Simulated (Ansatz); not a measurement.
**Relaxing a frame of liquid HfO2 from 3173 K (129 atoms)**

Aim: bring a frame of liquid HfO2 from 3173 K (129 atoms) to a nearby minimum of the energy and see what moves.

Method: Kohn-Sham DFT, RPBE, PAW (set soft_2), plane waves, in Ansatz 0.2.0.

## (1) Starting point

The cell holds 129 atoms: 43 Hf and 86 O. Its edges and angles: a = 12.261 Å, b = 12.261 Å, c = 12.261 Å, α = 90.0°, β = 90.0°, γ = 90.0°. 129 atoms (43 Zr, 86 O) placed at random at 4.77 g/cm³, melted at 4500 K for 20 ps at fixed volume with the Morse and Coulomb pair potential with partial charges (Pedone, Malavasi, Menziani, Cormack and Segre, J. Phys. Chem. B 110, 11780 (2006)). Snapshot at the end of a hold of 20 ps at 3173 K and fixed volume. Then Zr was replaced by Hf (the potential has no terms for the new elements, so the cell is a start for a DFT relaxation). The volume was set by a measured density of the final compound.

What the set-up can't give: The network of bonds at the start is that of the classical potential that made the cell. The Brillouin zone is sampled at Γ only, in a cell whose shortest periodic width is 12 Å. No spin–orbit coupling is included, so levels derived from the heavy atoms are approximate.

## (2) Single point at the start

A single point comes first, to see the forces before anything moves.

The input, input.yaml:

```yaml
crystal:
  lattice:
    - [12.2605, 0.0, 0.0]
    - [0.0, 12.2605, 0.0]
    - [0.0, 0.0, 12.2605]
  atoms:
    - { symbol: Hf, position: [0.2745, 0.61049, 0.51155] }
    - { symbol: Hf, position: [0.76572, 0.24998, 0.28381] }
    - { symbol: Hf, position: [0.01027, 0.37635, 0.0962] }
    - { symbol: Hf, position: [0.99843, 0.15268, 0.43422] }
    [... 119 atom lines left out ...]
    - { symbol: O, position: [0.25749, 0.8524, 0.52816] }
    - { symbol: O, position: [0.7944, 0.93055, 0.50179] }
    - { symbol: O, position: [0.44203, 0.49555, 0.54336] }
    - { symbol: O, position: [0.14644, 0.48468, 0.53974] }
    - { symbol: O, position: [0.25505, 0.51523, 0.36218] }
    - { symbol: O, position: [0.8988, 0.13962, 0.2825] }
kpoints:
  mp_grid: { grid: [1, 1, 1] }
hamiltonian:
  xc: rpbe
scf:
  occupations: { method: fermi_dirac, width: 0.273 }
output:
  forces: true
  stress: true
  populations: true
  dos:
    method: { smearing: { sigma: 0.1 } }
    de: 0.1
    projected: { site_lists: { Hf: [Hf], O: [O] } }
  eigenvalues: true
```

The run is started by

```bash
ansatz run input.yaml --threads 4 --pin off --max-ram 8192MiB --backend cpu --events-out ev --progress --plain --runs-dir out
```

Run time: 2.8 min. Hardware: 4 threads of Intel Xeon Platinum 8175M at 2.50GHz (Skylake/Cascade Lake), shared host; peak memory 4.4 GiB.

The run gave:

- free energy: -725668.5101 eV
- free energy per atom: -5625.3373 eV/atom
- SCF cycles: 14
- pressure: -5.473 GPa
- r.m.s. force component: 1.476 eV/Å
- longest force: 7.102 eV/Å
- Fermi energy: 12.58 eV
- spacing of highest filled and lowest empty level: 1.832 eV
- levels partly filled by over 2 per cent: 2
- spilling of the projection: 0.002899

The r.m.s. force component of 1.5 eV/Å and the pressure of -5.5 GPa set the starting point.

Neighbours are counted within 2.82 Å (O-Hf).

Length of the force by element and coordination:

```csv
element,coordination,atoms,mean length of the force (eV/Å),spread,least,most
Hf,all,43,2.63,1.30,0.416,7.10
Hf,5,11,2.84,0.993,1.53,4.56
Hf,6,27,2.68,1.37,0.416,7.10
Hf,7,5,1.87,1.28,0.781,4.29
O,all,86,2.12,0.998,0.325,5.33
O,2,17,2.33,1.13,0.803,4.51
O,3,59,2.10,0.976,0.325,5.33
O,4,9,1.98,0.867,0.644,3.92
O,5,1,1.64,0,1.64,1.64
```

## (3) Relaxation

The atoms are relaxed in the fixed cell, aiming at the force tolerance of the input.

input.yaml, the sections that differ from step 2:

```yaml
output:
  forces: true
relax:
  f_tol: 0.05
  max_steps: 128
# crystal, kpoints, hamiltonian, scf: as in step 2
```

Wall time 43 min (4 threads); peak memory 4.4 GiB.

The run stopped at its limit before the end that the input asks for; the steps made so far are sound.

The steps of the relaxation (22 of 39):

```csv
step,energy less that of the first step (eV),largest force component (eV/Å)
1,0.0000,5.7268
3,-25.5418,1.2229
5,-33.3249,0.8822
6,-35.6106,1.6885
8,-37.9200,0.4858
10,-38.4838,0.1284
12,-38.6109,0.2173
14,-38.8207,0.3294
15,-38.9675,0.3772
17,-39.2645,0.1278
19,-39.3446,0.2235
21,-39.4489,0.1818
23,-39.5846,0.2054
25,-39.7867,0.2205
26,-39.8639,0.3421
28,-39.9063,0.1550
30,-39.9943,0.3338
32,-40.2145,0.2043
34,-40.5249,0.1366
35,-40.6160,0.1175
37,-40.7652,0.1951
39,-40.7913,0.2189
```

Relaxation step 39 was tried and not accepted.

The atoms that moved most (Å):

```csv
atom,dx,dy,dz,length
O65,0.831,1.467,-0.736,1.840
O109,1.131,0.685,0.762,1.526
O92,0.683,-1.225,0.414,1.463
Hf35,0.519,1.263,0.440,1.434
Hf31,1.091,0.608,-0.587,1.380
O100,0.665,1.135,0.115,1.321
O47,-0.446,-1.159,0.028,1.242
O99,0.224,0.264,1.159,1.210
```

The relaxation changed the energy by -316 meV/atom, and atoms moved by 0.71 Å r.m.s., 1.8 Å at most.

## (4) Distances and neighbours after relaxation

Bonds before and after, by the cutoffs listed below:

```csv
pair,bonds before,bonds after,mean before (Å),mean after (Å),spread before (Å),spread after (Å)
O-Hf,253,251,2.205,2.141,0.205,0.138
```

Density 8.15 g/cm³, 14.29 Å³ an atom.

g(r), total and by pair (bins of 0.2 Å):

```csv
r (Å),total,O-O,O-Hf,Hf-Hf
1.90,0.71,0.00,1.61,0.00
2.10,3.11,0.00,6.98,0.00
2.30,0.88,0.00,1.98,0.00
2.50,0.38,0.62,0.23,0.00
2.70,0.99,2.06,0.17,0.00
2.90,1.16,2.50,0.09,0.00
3.10,1.02,1.98,0.23,0.32
3.30,0.93,1.25,0.20,2.54
3.50,0.83,0.85,0.55,1.87
3.70,0.90,0.68,0.70,2.59
3.90,1.09,0.77,1.11,2.29
4.10,1.19,1.05,1.32,1.23
4.30,1.03,0.76,1.47,0.34
4.50,0.85,0.53,1.27,0.47
4.70,0.96,0.58,1.48,0.43
4.90,0.97,0.87,1.12,0.76
5.10,1.10,1.15,1.20,0.58
5.30,1.08,1.27,0.93,0.96
5.50,1.04,1.32,0.79,0.95
5.70,1.06,1.33,0.79,1.05
5.90,0.95,0.98,0.88,1.09
```

Bonds by pair of elements; cutoffs follow the first minimum of g(r), held within bounds set by covalent radii, and pairs that aren't listed don't count as bonded:

```csv
pair A-B,cutoff (Å),bonds,mean length (Å),spread (Å),shortest (Å),B about A,A about B
O-Hf,2.83,251,2.14,0.138,1.91,2.92,5.84
```

How many atoms have how many bonded neighbours:

```csv
element,mean,2,3,4,5,6,7
Hf,5.84,0,0,1,9,29,4
O,2.92,18,57,11,0,0,0
```

Bond angles, per cent of each kind in bins of 5°:

```csv
angle (°),O-Hf-O,Hf-O-Hf
55–60,0.2,0.0
60–65,0.7,0.0
65–70,2.6,0.0
70–75,10.9,0.0
75–80,9.6,0.4
80–85,9.3,0.4
85–90,8.5,3.1
90–95,10.1,6.7
95–100,6.2,13.7
100–105,5.5,14.9
105–110,5.0,8.2
110–115,2.9,4.3
115–120,2.1,6.7
120–125,1.9,7.4
125–130,2.9,9.0
130–135,2.1,7.1
135–140,3.9,4.7
140–145,2.6,5.9
145–150,3.9,2.4
150–155,1.6,2.8
155–160,2.8,0.4
160–165,2.1,0.8
165–170,1.5,0.0
170–175,0.7,0.8
175–180,0.5,0.4
```

Bond angles (no mean is given where the spread exceeds 20°):

```csv
angle,count,mean (°),spread (°)
O-Hf-O,615,-,-
Hf-O-Hf,255,116,19.2
```

Bond length by coordination (bonds to H left out):

```csv
element,coordination,atoms,mean bond length (Å)
Hf,4,1,2.01
Hf,5,9,2.08
Hf,6,29,2.15
Hf,7,4,2.23
O,2,18,1.98
O,3,57,2.14
O,4,11,2.27
```

First main peaks of g(r), for some of the pairs, lie near 2.9 Å (O-O) and 2.1 Å (O-Hf). Counting bonds as in the table, 67 % of Hf atoms have 6 and 66 % of O atoms have 3 bonded neighbours. Bonds at O atoms with 2 neighbours average 1.98 Å, against 2.27 Å at those with 4.

## (5) Summary of results

| Quantity | Value |
| --- | --- |
| energy change in the relaxation | -316.3 meV/atom |
| r.m.s. displacement | 0.71 Å |
| largest displacement | 1.84 Å |
| wall time of the 2 DFT runs | 46 min |

**Reading.** Relaxation lowers the energy by 316 meV/atom and moves atoms by 0.71 Å r.m.s. By the final cutoffs 22 of 253 bonded pairs parted and 20 joined. The relaxation stopped at its limit, so this isn't yet a minimum. From the first step to the last the energy fell by 40.791 eV, and the largest move was 1.84 Å (O65). The relaxation was not finished: the largest force component stood at 0.22 eV/Å. The O-Hf bonds go from 2.205 Å (spread 0.205) to 2.141 Å (spread 0.138), and their number from 253 to 251. Counting bonds as in the table, 67 % of Hf atoms have 6 and 66 % of O atoms have 3 bonded neighbours.

What to keep in mind: The force components of 1.5 eV/Å r.m.s. come partly from thermal motion and partly from the difference between the classical potential and DFT. The network of bonds at the start is that of the classical potential that made the cell; in DFT 22 of its 253 bonded pairs passed out of the cutoffs and 20 came within them. The pressure of -5.5 GPa is that of one thermal frame at a volume set beforehand, without the kinetic term.

[Logs are printed without paths, hosts, clocks, repeated set-up lines and the standing remarks that a program may print on its own settings, such as how far it seeks lower states.]

[Hosts, paths, dates, database ids (printed as entryN), source tags and the programs' standing remarks are cut or masked in the printed files.]
